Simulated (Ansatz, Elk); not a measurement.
# How far do independent atoms describe CaPd2N2?, part 2 of 2

The structure of CaPd2N2 used here is made up (a known structure type with other elements) and was relaxed beforehand with r2SCAN. The aim is the Fourier transform of its all-electron density, F(hkl), set beside the sum over free spherical atoms that refinements use.

Elk 11.2.3 (patched build); all-electron DFT.

So far: The starting structure; Ground state and structure factors; The highest occupied states alone.

The structure was built from a prototype and need not be the compound's stable phase.

## Step 4: Another try

Level of this step: DFT, PBE, all-electron APW+lo, Dirac cores, scalar-relativistic bands, static density, no spin (Elk).

In this try the input is made faulty on purpose, to show what that does.

The input is changed as shown.

File elk.in:

```
tasks
  0
  195

xctype
  20

spinpol
  .false.

rgkmax
  7.0

gmaxvr
  14.0

lmaxo
  7

lmaxapw
  8

swidth
  0.002

tshift
  .false.

ramdisk
  .false.

hmaxvr
  5.5

maxscl
  40

epspot
  1e-06

sppath
  './'

scale
  0.52917721

avec
  -3.55871940614 3.55871940614 9.42675293429
  3.55871940614 -3.55871940614 9.42675293429
  3.55871940614 3.55871940614 -9.42675293429

atoms
  3
  'Pd.in'
  2
  0.2500000000 0.7500000000 0.5000000000   0.000000 0.000000 0.000000
  0.7500000000 0.2500000000 0.5000000000   0.000000 0.000000 0.000000
  'Ca.in'
  1
  0.0000000000 0.0000000000 0.0000000000   0.000000 0.000000 0.000000
  'N.in'
  2
  0.5615511520 0.5615511520 -0.0000000000   0.000000 0.000000 0.000000
  0.4384488480 0.4384488480 -0.0000000000   0.000000 0.000000 0.000000

ngridk
  8 8 8
```

Started as:

```console
OMP_NUM_THREADS=4 elk
```

Numbers of over 12 decimals in the logs are rounded to 6 here.

The log of the run:

```text
┌─────────────────────────┐
│ Elk code version 11.2.3 │
└─────────────────────────┘

All units are atomic (Hartree, Bohr, etc.)

┌─────────────────────────────────────────────────┐
│ Ground-state run starting from atomic densities │
└─────────────────────────────────────────────────┘

Lattice vectors :
  -1.883193207       1.883193207       4.988422817
   1.883193207      -1.883193207       4.988422817
   1.883193207       1.883193207      -4.988422817

Reciprocal lattice vectors :
 -0.2427294417E-16   1.668226416      0.6297767388
[...]
│ Self-consistent loop stopped │
└──────────────────────────────┘

Warning : levels lie under every linearisation energy and are empty :   -10.25785255      -5.137900000

Warning : the lowest level lies among the core levels :   -10.25785255      -8.229444521

Warning : core states of species 1 leak from the muffin-tin :   0.2572551757E-02

Warning : core states of species 3 leak from the muffin-tin :   0.4435251418E-01

Warning : the occupied levels lie far from the species files' linearisation energy :    3.796421962

Warning : more electrons lie deep than the shells out of the core hold :   21.8320       18.0000

Wrote STATE.OUT
[key lines of the parts left out:]
total energy                :     -10861.687121321
```

Run time: 35 s. Hardware: 4 threads of Intel Xeon 6975P-C (Granite Rapids), shared host; peak memory 0.17 GiB; 2.1 min of CPU time.

The run finished. A setting was moved off its sound value on purpose, so it serves as a test and not as the result.

The fault put into the input: lattice vectors in angstrom read as bohr.

Its structure factors differ from the first run's by R = 30.1 %.

## Step 5: Another functional

The difference from free atoms is small, so it is set against the change that LDA (Perdew-Wang) makes.

Edit elk.in of step 4 so:

```diff
@@ -5,3 +5,3 @@
 xctype
-  20
+  3
 
@@ -35,3 +35,3 @@
 maxscl
-  40
+  120
 
@@ -42,5 +42,2 @@
   './'
-
-scale
-  0.52917721
```

Started as:

```console
OMP_NUM_THREADS=4 elk
```

The log of the run:

```text
┌─────────────────────────┐
│ Elk code version 11.2.3 │
└─────────────────────────┘

All units are atomic (Hartree, Bohr, etc.)

┌─────────────────────────────────────────────────┐
│ Ground-state run starting from atomic densities │
└─────────────────────────────────────────────────┘

Lattice vectors :
  -3.558719406       3.558719406       9.426752934
   3.558719406      -3.558719406       9.426752934
   3.558719406       3.558719406      -9.426752934

Reciprocal lattice vectors :
 -0.3699485940E-16  0.8827874005      0.3332634976
[...]
species : 1 (Pd)
[...]
species : 2 (Ca)
[...]
species : 3 (N)
   atom 1                    :    4.222116917     (  0.1906895149E-03)
   atom 2                    :    4.222116917     (  0.1906895149E-03)
 total in muffin-tins        :    116.3182559
 total calculated charge     :    125.9994618
 total charge                :    126.0000000
 error                       :   0.5382102576E-03

┌──────────────────────────────┐
│ Self-consistent loop stopped │
└──────────────────────────────┘

Warning : core states of species 3 leak from the muffin-tin :   0.1906895149E-03

Wrote STATE.OUT
[key lines of the parts left out:]
total energy                :     -10872.083441108
```

Wall time 30 s (4 threads); peak memory 0.17 GiB.

Against the first run R = 0.04 %; the largest change is -0.085 at 200.

## Step 6: A coarser k-mesh

About half the k-points along each axis test the sampling.

Edit elk.in of step 5 so:

```diff
@@ -5,3 +5,3 @@
 xctype
-  3
+  20
 
@@ -63,2 +63,2 @@
 ngridk
-  8 8 8
+  4 4 4
```

Started as:

```console
OMP_NUM_THREADS=4 elk
```

The log of the run:

```text
┌─────────────────────────┐
│ Elk code version 11.2.3 │
└─────────────────────────┘

All units are atomic (Hartree, Bohr, etc.)

┌─────────────────────────────────────────────────┐
│ Ground-state run starting from atomic densities │
└─────────────────────────────────────────────────┘

Lattice vectors :
  -3.558719406       3.558719406       9.426752934
   3.558719406      -3.558719406       9.426752934
   3.558719406       3.558719406      -9.426752934

Reciprocal lattice vectors :
 -0.3699485940E-16  0.8827874005      0.3332634976
[...]
species : 1 (Pd)
[...]
species : 2 (Ca)
[...]
species : 3 (N)
   atom 1                    :    4.235272429     (  0.1835223541E-03)
   atom 2                    :    4.235272429     (  0.1835223541E-03)
 total in muffin-tins        :    116.3524134
 total calculated charge     :    125.9994792
 total charge                :    126.0000000
 error                       :   0.5207646366E-03

┌──────────────────────────────┐
│ Self-consistent loop stopped │
└──────────────────────────────┘

Warning : core states of species 3 leak from the muffin-tin :   0.1835223541E-03

Wrote STATE.OUT
[key lines of the parts left out:]
total energy                :     -10883.866965851
```

Wall time 23 s (4 threads); peak memory 0.23 GiB.

Against the first run R = 0.01 %; the largest change is -0.007 at 400.

## Step 7: Settings against the effect

```
              run  R against the first run (%)  R against neutral atoms, low angle (%)  wall time
    PBE, rgkmax 7                         0.00                                    0.63       47 s
LDA (Perdew-Wang)                         0.04                                    0.66       30 s
     k-mesh 4×4×4                         0.01                                    0.63       23 s
```

## Step 8: Outcome

| Quantity | Value |
| --- | --- |
| R against neutral atoms, sin θ/λ < 0.3 Å⁻¹ | 0.63 % |
| R against neutral atoms, 0.3 to 0.82 Å⁻¹ | 0.33 % |

In words: Independent neutral atoms miss the calculated amplitudes by R = 0.63 % below 0.3 Å⁻¹ and 0.33 % from there to 0.82 Å⁻¹; by shells, 0.73 % below 0.15 Å⁻¹ (2 forms), 0.62 % 0.15 to 0.3 (8 forms), 0.30 % 0.3 to 0.45 (17 forms), 0.34 % above 0.45 (101 forms). Bonding, aspherical density and the tables' own atoms all enter these figures, and the runs don't part them. The largest change of an amplitude is -0.95 electrons, at 004. The window's part falls from 30.0 electrons at the origin to at most 0.62 between 0.45 and 0.82 Å⁻¹. Below 0.3 Å⁻¹ the changes that finished (LDA (Perdew-Wang) and k-mesh 4×4×4) move F by R = 0.08 % at most, against the 0.63 % that separates it from free atoms. The basis has no finished test. These runs have no spin, though d or f shells may be open. Part of the difference isn't bonding: the tables are fits to free atoms and ions calculated by other methods than this functional. Thermal motion, anomalous dispersion and extinction are left out.

[Logs are printed without paths, hosts, clocks, repeated set-up lines and the standing remarks that a program may print on its own settings, such as how far it seeks lower states.]

[Hosts, paths, dates, database ids (printed as entryN), source tags and the programs' standing remarks are cut or masked in the printed files.]
